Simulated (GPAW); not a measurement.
Consider TiPd (Pm-3m).

```xyz
2
Lattice="3.1800 0.0000 0.0000 0.0000 3.1800 0.0000 0.0000 0.0000 3.1800" Properties=species:S:1:pos:R:3 pbc="T T T"
Pd    0.0000    0.0000    0.0000
Ti    1.5900    1.5900    1.5900
```

Absorber: atom 1, with 8 Ti at 2.75 Å and 6 Pd at 3.18 Å (cube and octahedron, as in bcc, site symmetry m-3m). Method: GPAW, LDA, excited-electron core hole (neutral cell), 18-atom cell with 7.1 Å between holes, 4×4×4 k points, dipole transitions, Gaussian full width 2.25 eV up to 4 eV, rising linearly to 3.5 eV at 25 eV.

Predict the near-edge structure at the Pd L₃ edge.

Main maxima up to 30 eV above the zero (height): 1.2 eV (1.59), 8.8 eV (1.13), 15.4 eV (1.28), 21.8 eV (1.13) and 28.8 eV (1.13). At an L edge the dipole rule selects empty d (and weakly s) states on the absorber, and the strong line at the onset measures the empty part of its d band. 

The Pd L₃ spectrum (energy from the lowest empty level; intensity scaled to a mean of 1 over the first 20 eV):

```tsv
E (eV)	intensity
-2.0	0.04
-1.4	0.17
-0.8	0.45
-0.2	0.88
0.4	1.32
1.0	1.57
1.6	1.54
2.2	1.27
2.8	0.94
3.4	0.70
4.0	0.58
4.6	0.52
5.2	0.48
5.8	0.48
6.4	0.57
7.0	0.75
7.6	0.95
8.2	1.09
8.8	1.13
9.4	1.11
10.0	1.08
10.6	1.06
11.2	1.04
11.8	1.03
12.4	1.02
13.0	1.04
13.6	1.08
14.2	1.16
14.8	1.24
15.4	1.28
16.0	1.23
16.6	1.13
17.2	1.01
17.8	0.92
18.4	0.88
19.0	0.88
19.6	0.92
20.2	1.00
20.8	1.07
21.4	1.12
22.0	1.13
22.6	1.11
23.2	1.07
23.8	1.03
24.4	0.99
25.0	0.97
25.6	0.97
26.2	0.99
26.8	1.02
27.4	1.06
28.0	1.10
28.6	1.12
29.2	1.12
29.8	1.07
30.4	1.00
31.0	0.91
31.6	0.84
```

Only the L₃ part is meant: spin–orbit coupling of the core level isn't computed and the L₂ copy isn't added. The script folds with a Gaussian, whereas the core hole's own line is a Lorentzian, so the onset is too steep and the first peak too high. The structure is a published determination, not relaxed.

[Banner, clock and machine lines of the logs are left out without a mark of their own.]

[Logs are printed without paths, hosts, clocks, repeated set-up lines and the standing remarks that a program may print on its own settings, such as how far it seeks lower states.]

[Hosts, paths, dates, database ids (printed as entryN), source tags and the programs' standing remarks are cut or masked in the printed files.]

[Lists of maxima count a maximum above −3 eV only where it reaches 4 % of the highest in the window and stands out from its surroundings by 2 % of it (1.5 % where it reaches 55 %); shoulders and weaker maxima are passed over, and of the rest the first, up to two pre-edge ones and the few strongest are named.]
